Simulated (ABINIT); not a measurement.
## SrMg2Bi2 (P-3m1): G0W0 with ABINIT, start to end

How does a plane-wave GW calculation on SrMg2Bi2 (P-3m1) run from the first input to the gap?

Program: ABINIT 10.8.3. Level of theory: PBEsol and many-body steps on it, plane waves. Results are calculated unless marked as measured.

**1. The starting structure**

The structure is trigonal, space group P-3m1 (No. 164). Conventional cell: a = 4.830 Å, b = 4.830 Å, c = 7.983 Å, α = 90.00°, β = 90.00°, γ = 120.00°. Nearest to Sr lie 6 Bi at 3.44 Å. Mg has 4 Bi at 2.95 to 2.97 Å nearest. Nearest to Bi lie 4 Mg at 2.95 to 2.97 Å and 3 Sr at 3.44 Å. Farther neighbours are not listed.

As a file:

```cif
data_structure
_symmetry_space_group_name_H-M 'P-3m1'
_symmetry_Int_Tables_number 164
_cell_length_a 4.8297
_cell_length_b 4.8297
_cell_length_c 7.9829
_cell_angle_alpha 90.000
_cell_angle_beta 90.000
_cell_angle_gamma 120.000
_cell_volume 161.26
loop_
_atom_site_label
_atom_site_type_symbol
_atom_site_symmetry_multiplicity
_atom_site_Wyckoff_symbol
_atom_site_fract_x
_atom_site_fract_y
_atom_site_fract_z
_atom_site_occupancy
Sr1 Sr 1 a 0.00000 0.00000 0.00000 1
Mg1 Mg 2 d 0.66667 0.33333 0.37504 1
Bi1 Bi 2 d 0.66667 0.33333 0.74673 1
```

The cell and positions are those that the Materials Project relaxed with its own functionals (PBE, PBE+U or r2SCAN), kept fixed. Spin-orbit coupling is left out unless a step names it.

**2. Ground state**

This step: ABINIT 10.8.3; DFT, PBEsol, plane waves, norm-conserving pseudopotentials.

The ground-state density comes first.

run.abi

```
acell 3*1.0 Angstrom
rprim 
  4.829713290037 -0.000000000009 0.000000000000
  -2.414856645011 4.182654402172 0.000000000000
  0.000000000000 0.000000000000 7.982888130000
ntypat 3
znucl 38 12 83
natom 5
typat 1 2 2 3 3
xred 
  0.000000000000 0.000000000000 0.000000000000
  0.666666666667 0.333333333333 0.375044160000
  0.333333333333 0.666666666667 0.624955840000
  0.666666666667 0.333333333333 0.746734860000
  0.333333333333 0.666666666667 0.253265140000
pp_dirpath "pseudos"
pseudos "Sr.upf, Mg.upf, Bi.upf"
ecut 38
ngkpt 6 6 4
nshiftk 1
shiftk 0 0 0
kptopt 1
chksymbreak 0
nband 44
occopt 1
tolvrs 1e-10
nstep 60
prtwf 0
optforces 0
optstress 0
indata_prefix "in"
outdata_prefix "out"
tmpdata_prefix "tmp"
```

Command:

```
$ OMP_NUM_THREADS=1 mpirun -n 8 abinit run.abi > log
```

Numbers of over 12 decimals in the logs are rounded to 6 here.

The log of the run:

```text
.Version 10.8.3 of ABINIT. v10.8.2 released Aug 2026.

 Symmetries : space group P-3 m 1 (#164); Bravais hP (primitive hexag.)
================================================================================
 Values of the parameters that define the memory need of the present run
     intxc =       0    ionmov =       0      iscf =       7    lmnmax =       6
     lnmax =       6     mgfft =      90  mpssoang =       3    mqgrid =    4187
     natom =       5  nloc_mem =       1    nspden =       1   nspinor =       1
    nsppol =       1      nsym =      12    n1xccc =    2501    ntypat =       3
    occopt =       1   xclevel =       2
-    mband =          44        mffmem =           1         mkmem =           3
       mpw =       12204          nfft =      262440          nkpt =          24
================================================================================
  Rough estimation (10% accuracy) of disk space for files :
================================================================================

--------------------------------------------------------------------------------
------------- Echo of variables that govern the present computation ------------
--------------------------------------------------------------------------------
 -outvars: echo values of preprocessed input variables --------
            acell      1.8897261259E+00  1.8897261259E+00  1.8897261259E+00 Bohr

      chksymbreak           0
             ecut      3.80000000E+01 Hartree
-          fftalg         312

              ixc     -116133
              kpt      0.00000000E+00  0.00000000E+00  0.00000000E+00
                       1.66666667E-01  0.00000000E+00  0.00000000E+00
                       3.33333333E-01  0.00000000E+00  0.00000000E+00
                       5.00000000E-01  0.00000000E+00  0.00000000E+00
                       1.66666667E-01  1.66666667E-01  0.00000000E+00
                       3.33333333E-01  1.66666667E-01  0.00000000E+00
                       3.33333333E-01  3.33333333E-01  0.00000000E+00
                       0.00000000E+00  0.00000000E+00  2.50000000E-01
                       1.66666667E-01  0.00000000E+00  2.50000000E-01
   [... 13 further rows ...]
                       3.33333333E-01  1.66666667E-01  5.00000000E-01
                       3.33333333E-01  3.33333333E-01  5.00000000E-01
         kptrlatt        6    0    0      0    6    0      0    0    4
          kptrlen      5.47610123E+01
P           mkmem           3
            natom           5
            nband          44
            ngfft          54      54      90
             nkpt          24
            nstep          60
             nsym          12
           ntypat           3
              occ      2.000000  2.000000  2.000000  2.000000  2.000000  2.000000
                       2.000000  2.000000  2.000000  2.000000  2.000000  2.000000
                       2.000000  2.000000  2.000000  2.000000  2.000000  2.000000
                       2.000000  2.000000  2.000000  2.000000  2.000000  2.000000
                       2.000000  2.000000  2.000000  2.000000  2.000000  2.000000
                       2.000000  2.000000  2.000000  2.000000  2.000000  2.000000
                       2.000000  2.000000  0.000000  0.000000  0.000000  0.000000
                       0.000000  0.000000
        optforces           0
        optstress           0
            prtwf           0
            rprim      4.8297132900E+00 -9.0000000000E-12  0.0000000000E+00
[...]
spgroup         164

           tolvrs      1.00000000E-10

             xred      0.0000000000E+00  0.0000000000E+00  0.0000000000E+00
[...]
znucl       38.00000   12.00000   83.00000

================================================================================

 chkinp: Checking input parameters for consistency.

================================================================================
== DATASET  1 ==================================================================
-   mpi_nproc: 8, omp_nthreads: 1 (-1 if OMP is not activated)

--- !DatasetInfo
iteration_state: {dtset: 1, }
dimensions: {natom: 5, nkpt: 24, mband: 44, nsppol: 1, nspinor: 1, nspden: 1, mpw: 12204, }
cutoff_energies: {ecut:  38.0, pawecutdg:  -1.0, }
electrons: {nelect:   7.60000000E+01, charge:   0.00000000E+00, occopt:   1.00000000E+00, tsmear:   1.00000000E-02, }

 Real(R)+Recip(G) space primitive vectors, cartesian coordinates (Bohr,Bohr^-1):
 R(1)=  9.1268354  0.0000000  0.0000000  G(1)=  0.1095670  0.0632585  0.0000000
 R(2)= -4.5634177  7.9040713  0.0000000  G(2)=  0.0000000  0.1265171  0.0000000
 R(3)=  0.0000000  0.0000000 15.0854723  G(3)=  0.0000000  0.0000000  0.0662889
 Unit cell volume ucvol=  1.0882533E+03 bohr^3
 Angles (23,13,12)=  9.00000000E+01  9.00000000E+01  1.20000000E+02 degrees

 getcut: wavevector=  0.0000  0.0000  0.0000  ngfft=  54  54  90
         ecut(hartree)=     38.000   => boxcut(ratio)=   2.13263

--- Pseudopotential description ------------------------------------------------
- Sr Generated using ONCVPSP code by D. R. Hamann
- 38.00000  10.00000  180301                  znucl, zion, pspdat
12 -116133 2 -1 1834                          pspcod,pspxc,lmax,lloc,mmax
     nproj     2     2     2
  pspatm : epsatm=   12.48409843
         --- l  ekb(1:nproj) -->
[...]
pspatm: atomic psp has been read  and splines computed

- Mg Generated using ONCVPSP code by D. R. Hamann
- 12.00000  10.00000  180301                  znucl, zion, pspdat
12 -116133 1 -1 1510                          pspcod,pspxc,lmax,lloc,mmax
     nproj     2     2     0
  pspatm : epsatm=    9.18226799
         --- l  ekb(1:nproj) -->
[...]
pspatm: atomic psp has been read  and splines computed

- Bi Generated using ONCVPSP code by D. R. Hamann
- 83.00000  23.00000  180301                  znucl, zion, pspdat
12 -116133 2 -1 1472                          pspcod,pspxc,lmax,lloc,mmax
     nproj     2     2     2
  pspatm : epsatm=   28.42398882
         --- l  ekb(1:nproj) -->
[...]
pspatm: atomic psp has been read  and splines computed

   6.66494252E+03                                ecore*ucvol(ha*bohr**3)
--------------------------------------------------------------------------------

_setup2: Arith. and geom. avg. npw (full set) are   12172.826   12172.817

================================================================================

--- !BeginCycle
iteration_state: {dtset: 1, }
solver: {iscf: 7, nstep: 60, nline: 4, wfoptalg: 0, }
tolerances: {tolvrs: 1.00E-10, }

     iter   Etot(hartree)      deltaE(h)  residm     vres2
 ETOT  1  -615.95728288479    -6.160E+02 4.201E-01 6.859E+02
 ETOT  2  -617.00040706084    -1.043E+00 1.070E-02 3.358E+01
 ETOT  3  -617.00649402964    -6.087E-03 1.679E-03 5.766E+00
 ETOT  4  -617.00689859569    -4.046E-04 1.487E-03 3.537E-01
 ETOT  5  -617.00692372340    -2.513E-05 9.356E-04 6.319E-02
 ETOT  6  -617.00692595285    -2.229E-06 9.598E-04 9.115E-03
 ETOT  7  -617.00692625209    -2.992E-07 3.232E-04 1.042E-03
 ETOT  8  -617.00692628877    -3.668E-08 6.436E-04 1.720E-05
 ETOT  9  -617.00692628960    -8.301E-10 1.290E-04 1.160E-07
 ETOT 10  -617.00692628964    -3.672E-11 2.193E-04 5.280E-09
 ETOT 11  -617.00692628959     4.638E-11 6.441E-05 2.164E-09
 ETOT 12  -617.00692628960    -7.276E-12 1.271E-04 6.621E-11

 At SCF step   12       vres2   =  6.62E-11 < tolvrs=  1.00E-10 =>converged.

--- !ResultsGS
iteration_state: {dtset: 1, }
comment   : Summary of ground state results
lattice_vectors:
- [  9.1268354,  -0.0000000,   0.0000000, ]
- [ -4.5634177,   7.9040713,   0.0000000, ]
- [  0.0000000,   0.0000000,  15.0854723, ]
lattice_lengths: [   9.12684,    9.12684,   15.08547, ]
lattice_angles: [ 90.000,  90.000, 120.000, ] # degrees, (23, 13, 12)
lattice_volume:   1.0882533E+03
convergence: {deltae: -7.276E-12, res2:  6.621E-11, residm:  1.271E-04, diffor:  0.000E+00, }
etotal    :  -6.17006926E+02
entropy   :   0.00000000E+00
fermie    :   2.11997250E-01
cartesian_stress_tensor: null
pressure_GPa: null
xred      :
- [  0.0000E+00,   0.0000E+00,   0.0000E+00, Sr]
- [  6.6667E-01,   3.3333E-01,   3.7504E-01, Mg]
- [  3.3333E-01,   6.6667E-01,   6.2496E-01, Mg]
- [  6.6667E-01,   3.3333E-01,   7.4673E-01, Bi]
- [  3.3333E-01,   6.6667E-01,   2.5327E-01, Bi]
cartesian_forces: null
force_length_stats: {min: null, max: null, mean: null, }

 Integrated electronic density in atomic spheres:
 ------------------------------------------------
 Atom  Sphere_radius  Integrated_density
[...]
================================================================================

 ----iterations are completed or convergence reached----

 Mean square residual over all n,k,spin=   28.739E-08; max=  12.706E-05
 reduced coordinates (array xred) for    5 atoms
       0.000000000000      0.000000000000      0.000000000000
       0.666666666667      0.333333333333      0.375044160000
       0.333333333333      0.666666666667      0.624955840000
       0.666666666667      0.333333333333      0.746734860000
       0.333333333333      0.666666666667      0.253265140000
 rms dE/dt=  0.0000E+00; max dE/dt=  0.0000E+00; dE/dt below (all hartree)
    1       0.000000000000      0.000000000000      0.000000000000
    2       0.000000000000      0.000000000000      0.000000000000
    3       0.000000000000      0.000000000000      0.000000000000
    4       0.000000000000      0.000000000000      0.000000000000
    5       0.000000000000      0.000000000000      0.000000000000

 cartesian coordinates (angstrom) at end:
    1      0.000000     0.000000     0.000000
    2      2.414857     1.394218     2.993936
    3      5e-12     2.788436     4.988953
    4      2.414857     1.394218     5.961101
    5      5e-12     2.788436     2.021787
 length scales=  1.889726125908  1.889726125908  1.889726125908 bohr
              =  1.000000000000  1.000000000000  1.000000000000 angstroms
 prteigrs : about to open file out_EIG
 Fermi (or HOMO) energy (hartree) =   0.21200   Average Vxc (hartree)=  -0.33325
 Eigenvalues (hartree) for nkpt=  24  k points:
 kpt#   1, nband= 44, wtk=  0.00694, kpt=  0.0000  0.0000  0.0000 (reduced coord)
  -5.39011   -5.39011   -3.11256   -3.11256   -3.11248   -3.11248   -3.11248   -3.11248
  -2.57821   -2.57819   -1.36368   -1.36368   -1.36361   -1.36357   -1.36357   -1.36350
  -1.09768   -0.58851   -0.58851   -0.58847   -0.58847   -0.58803   -0.58801   -0.58721
  -0.58721   -0.58715   -0.58715   -0.43837   -0.43629   -0.43629   -0.18507   -0.16219
   0.06655    0.17401    0.17401    0.21113    0.21200    0.21200    0.22702    0.24602
   0.29641    0.31255    0.31255    0.32858
 prteigrs : prtvol=0 or 1, do not print more k-points.

--- !EnergyTerms
iteration_state     : {dtset: 1, }
comment             : Components of total free energy in Hartree
kinetic             :  2.06743076640819E+02
hartree             :  2.10369689576651E+02
xc                  : -9.47932653484247E+01
Ewald energy        : -2.93327259240987E+02
psp_core            :  6.12444065559811E+00
local_psp           : -6.47265275001307E+02
non_local_psp       : -4.85833357194544E+00
total_energy        : -6.17006926289596E+02
total_energy_eV     : -1.67896137877117E+04
band_energy         : -1.01182845487087E+02

== END DATASET(S) ==============================================================
================================================================================

 -outvars: echo values of variables after computation  --------
           etotal     -6.1700692629E+02
            nband          44
             nkpt          24
          spgroup         164
 [... the other variables as echoed above ...]

 Calculation completed.
```

It took 93 s on 8 MPI ranks of Arm Neoverse V1, shared host; peak memory 1.1 GiB; 12 min of CPU time.

This step gave:

```
total energy               : -16789.6138 eV
gap                        : 0.4087 eV
k of the valence top       : 0, 0, 0
k of the conduction bottom : 0, 0, 0
least direct gap           : 0.4087 eV
```

The gap is direct, at Γ.

(Continued in part 2 of 3.)

[Paths, hosts, dates, memory and timing lines, banners, echoed tables and standing remarks are left out of the program output.]

[Logs are printed without paths, hosts, clocks, repeated set-up lines and the standing remarks that a program may print on its own settings, such as how far it seeks lower states.]

[Runs of the session that timed out or met a known fault of the program may be left out.]

[Hosts, paths, dates, database ids (printed as entryN), source tags and the programs' standing remarks are cut or masked in the printed files.]

[G0W0 gaps are taken among the corrected bands and points alone; a level outside them can change the order at an edge.]

[Where Ansatz stands beside ABINIT at settings called matched, ABINIT's density can come from a denser mesh and the files from another edition; pairs whose starting gaps differed by over 0.03 eV were left out, so agreement reads better than it is.]
